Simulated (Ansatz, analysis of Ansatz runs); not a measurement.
# Reproducing a measured local vibrational mode: Al-H pair in alpha-quartz, part 2 of 2

Subject: Al-H pair in alpha-quartz. Wanted: its local vibrational mode, in one set-up (HSE06, 36-site cell, PBE lattice, 420 eV, k: the zone centre alone). The model is a cell of 36 host atoms with Al put on another atom's site and H put in between. The frequencies come from force constants among the defect atom and its neighbours, with the masses of the isotopes named. Exact exchange opens the gap, stiffens bonds and lessens the self-interaction error, at many times the cost.

Ansatz 0.2.0; HSE06, 36-site cell, PBE lattice, 420 eV, k: the zone centre alone.

So far: The starting structure; Relaxation, charge 0.

## 2. Relaxation, charge 0 (continued)

Level of this step: plane-wave PAW DFT, HSE06; relaxation of all atoms of a defect supercell (Ansatz).

Relaxation path:

```
step  energy less that of the first step (eV)  largest force component (eV/Å)
   1                                   0.0000                         27.2159
   2                                  -4.7195                         13.8281
   3                                  -7.8032                          6.1417
   4                                  -9.0014                          2.1092
   5                                  -9.4538                          1.2011
   6                                  -9.7615                          0.5901
   7                                  -9.9013                          0.4583
   8                                  -9.9644                          0.1913
   9                                  -9.9799                          0.2919
  10                                  -9.9909                          0.1723
  11                                  -9.9930                          0.2112
  12                                  -9.9953                          0.0227
  13                                  -9.9953                          0.0227
  14                                  -9.9955                          0.0149
  15                                  -9.9955                          0.0100
```

The atoms that moved most (Å, from the sites as typed, ahead of the random displacement, the mean shift of all atoms taken out):

```
atom      dx      dy      dz  length
 H37  -1.027   0.339   0.280   1.117
  O9   0.435   0.142   0.346   0.573
 O16   0.295   0.209  -0.317   0.481
 O29   0.100  -0.304   0.078   0.329
 O27   0.098   0.226   0.113   0.271
 O34   0.108   0.198  -0.147   0.269
 O13  -0.094  -0.093  -0.232   0.267
  O7  -0.119  -0.168  -0.119   0.238
```

Final coordinates:

```xyz
37
Lattice="-2.5092 4.3460 5.5090 5.0183 0.0000 5.5090 5.0183 8.6920 0.0000" Properties=species:S:1:pos:R:3 pbc="T T T"
Si    4.9190    4.2211    3.5632
Si    0.0469    4.3967    3.6439
Si    3.8726    2.1565    7.2585
Si    1.2343    6.3128    7.3191
Si    1.3010    2.2350   -0.0862
Si    1.2800    2.2250    5.5562
O     3.8246    5.2935    4.2576
O     4.0604    5.4908    9.7733
O     1.2590    5.1792    2.8862
O     0.6796    5.0022    8.0766
O     2.7059    2.5545    6.2205
O     0.1328    6.8438    6.2565
O     0.1495    1.7108    0.9021
O     2.6053    6.0055    6.6089
O     3.9324    3.1450    2.9218
O     4.2392    3.4443    8.1624
O     5.8418    3.6262    4.7268
O     0.7525    3.5597    4.8222
Si    7.3581    8.6394    3.7352
Si    2.4777    8.7944    3.6771
Si    6.4862    6.4692    7.3924
Si    3.8216   10.7647    7.3696
Si    3.8923    6.6505    0.0189
Al    3.8186    6.6174    5.5796
O     6.4330    9.7325    4.4735
O     6.5125    9.8598    9.9087
O     3.4317    9.6086    2.6533
O     3.2810    9.3723    8.0022
O     5.3613    6.5900    6.2915
O     2.8263   11.2713    6.2055
O     2.9081    6.1843    1.2064
O     5.2637   10.4906    6.7150
O     6.4297    7.4995    3.0578
O     6.5612    7.7797    8.3322
O     8.3566    7.9993    4.8327
O     3.3690    8.0282    4.7408
H     2.9289    5.1497    3.8839
```

Neighbours of the ideal centre at the end:

```
atom  distance (Å)
  O7         0.533
 H37         1.315
Al24         1.358
 Si1         2.074
 O36         2.366
 O29         2.427
 O14         2.442
 O17         2.868
 O28         2.885
```

Neighbours of the added atoms: H37: O7 0.98, O9 1.95, Si1 2.22 Å.

Read from the output:

- free energy: -21210.4376 eV

The relaxation ends 270 meV an atom lower than the displaced start, with a largest force component of 0.0100 eV/Å.

## 3. Local vibrational modes

A local mode lives on the defect and the atoms next to it, so only the sites listed in the input are displaced, which costs far fewer SCF runs than the whole cell would.

This step: plane-wave PAW DFT, HSE06; finite-displacement force constants among the atoms nearest to a defect, the others at rest.

Input file modes/input.yaml:

```yaml
crystal:
  lattice:
    - [-2.50916922, 4.34600857, 5.50897407]
    - [5.01833843, 0.0, 5.50897407]
    - [5.01833843, 8.69201713, 0.0]
  atoms:
    - { symbol: Si, position: [0.076115284, 0.570687102, 0.4475715] }
    - { symbol: Si, position: [0.578973588, 0.082480119, 0.216342526] }
[... 4 atom lines left out ...]
    - { symbol: O, position: [0.309865783, 0.462991348, 0.454069043] }
[... 1 atom line left out ...]
    - { symbol: O, position: [0.434437824, 0.089472125, 0.378636214] }
[... 4 atom lines left out ...]
    - { symbol: O, position: [0.685710479, 0.513953513, 0.348061655] }
    - { symbol: O, position: [0.054290765, 0.476078781, 0.334676976] }
[... 1 atom line left out ...]
    - { symbol: O, position: [0.055548761, 0.802463228, 0.389408765] }
[... 6 atom lines left out ...]
    - { symbol: Al, position: [0.50660494, 0.506216171, 0.50801262] }
[... 3 atom lines left out ...]
    - { symbol: O, position: [0.938521528, 0.514054545, 0.609009726] }
    - { symbol: O, position: [0.415933114, 0.72610351, 0.550199095] }
[... 3 atom lines left out ...]
    - { symbol: O, position: [0.068317958, 0.486744487, 0.828647946] }
[... 2 atom lines left out ...]
    - { symbol: O, position: [0.55642916, 0.304129918, 0.645419837] }
    - { symbol: H, position: [0.356920726, 0.34809196, 0.414003688] }
basis:
  ecutwfc: 420
  xc_grid: 2
hamiltonian:
  xc: hse06
kpoints:
  mp_grid: { grid: [1, 1, 1] }
scf:
  occupations: { method: fermi_dirac, width: 0.01 }
  max_iter: 120
output: {}
checkpoint:
  read: "../relax.run"
phonons:
  supercell: [1, 1, 1]
  displaced_sites: [6, 36]
```

Command:

```bash
> ansatz run input.yaml --threads 2 --pin off --max-ram 3768MiB --backend cpu --events-out ev --progress --plain --runs-dir out
```

Numbers of over 12 decimals in the logs are rounded to 6 here.

The program printed:

```text
[...]
Warning: basis.xc_grid 2: finite-displacement phonons take 3 at the least, and a number is run as typed, so the frequencies can be off [figures from the program's tests cut]. [...]
[...]
Crystal: 37 atoms, lattice volume = 480.597 Å³
Basis set: ecut = 420 eV, 9403 PW (Γ), exchange–correlation on 100×100×144 points (8 copies of the dense FFT grid, shifted against one another)
Bands: 133, of which v1, the nominal top of the filled ones, is band 96 counted from 1 (95 counted from 0)
Symmetry: 1 space group operations
k-points: 1
[...]
Stability of the state it starts from, as read at its close in the unpolarized treatment: not read, because the functional holds exact exchange (a hybrid, or Hartree-Fock), whose exchange loop this test does not read (fock_operator)
[...]
Frozen-core exchange: fock
[...]
max |Σ_I F_I| component: 1.99e-5 eV/Å
--- Band table (eV) ---
[...]
--- Phonons: 12 displaced members + reference (amplitude 0.0025 Å, Σ member SCF iterations 162) ---
  symmetry images taken by strict's conditions (phonons.symmetry_images: auto; settled by no image being taken that strict refuses)
  force constants formed among 2 of 37 sites (O 6, H 36); the other 35 at rest. The modes move the named sites alone.
  the frequencies, the zero-point energy and the sums are of the block with the acoustic sum rule laid on its rows. Row sums over every site: 1.3e-4 eV/Å² at the most
  transpose residual: 5.9e-4 eV/Å²
  largest component of a force at the reference: 1.0e-2 eV/Å on a named site, 7.1e-3 eV/Å on a site at rest
  frequencies among the named sites at Γ of the cell (cm⁻¹): 274.57 433.08 643.59 721.18 1243.39 3458.03
  unstable modes among the named sites: 0
  frequencies as built, with no sum rule (cm⁻¹): 274.57 433.07 643.59 721.18 1243.39 3458.04
  zero-point energy: 0.419925 eV/cell   skipped modes (ω ≤ 0): 0
  not written: the harmonic force-constant file, the file of eigenvectors (these modes' are written with the force constants), the density of states and the dispersion, which are of every site
[key lines of the parts left out:]
Free energy (F): -21210.437632 eV
Fermi energy:    4.547027 eV
```

It took 6 min on 2 threads of Arm Neoverse V2, shared host; peak memory 0.86 GiB.

Reading the cycles: dr2 is the Hartree energy of the density residual (eV), the measure of convergence; HF is the Harris–Foulkes estimate of the energy, which meets the free energy F at convergence.

Numbers from this step:

| Item | Value |
| --- | --- |
| free energy | -21210.4376 eV |

The modes with the largest weight on the probed atoms (the light atom of a pair), for the masses of each isotope. Modes of the displaced atoms (local only where they lie over the host's phonons):

```
isotopes  mode (cm⁻¹)  share of the defect atoms
       H         3458                      0.941
       H         1244                      0.903
       H        643.6                      0.934
       D         2519                      0.885
       D          943                      0.633
       D        472.8                      0.825
```

## 4. Results

```yaml
distance_from_the_defect_atom_to_its_nearest_neighbour: 0.981 Å
o_h_stretch_1h: 3458 cm⁻¹
time_of_the_whole_chain: 12 min on 2 threads
```

O-H stretch, 1H: computed 3458 cm⁻¹, measured 3378 cm⁻¹ and 3313 cm⁻¹; 80 cm⁻¹ (2 %) above the nearest measurement. The computed value is harmonic, while the measured line is the anharmonic fundamental, which for X–H stretches usually lies a few per cent lower. Only the named neighbours move, so modes near the host's band are approximate. Limits: the zone centre alone is a coarse sampling for this cell; the periodic copies of the defect are only 7.5 Å apart.

[Logs are printed without paths, hosts, clocks, repeated set-up lines and the standing remarks that a program may print on its own settings, such as how far it seeks lower states.]

[Hosts, paths, dates, database ids (printed as entryN), source tags and the programs' standing remarks are cut or masked in the printed files.]

[For some hosts the program warned that the k-mesh of the response run may be too coarse for force constants and the static dielectric constant; such warnings are not shown here.]
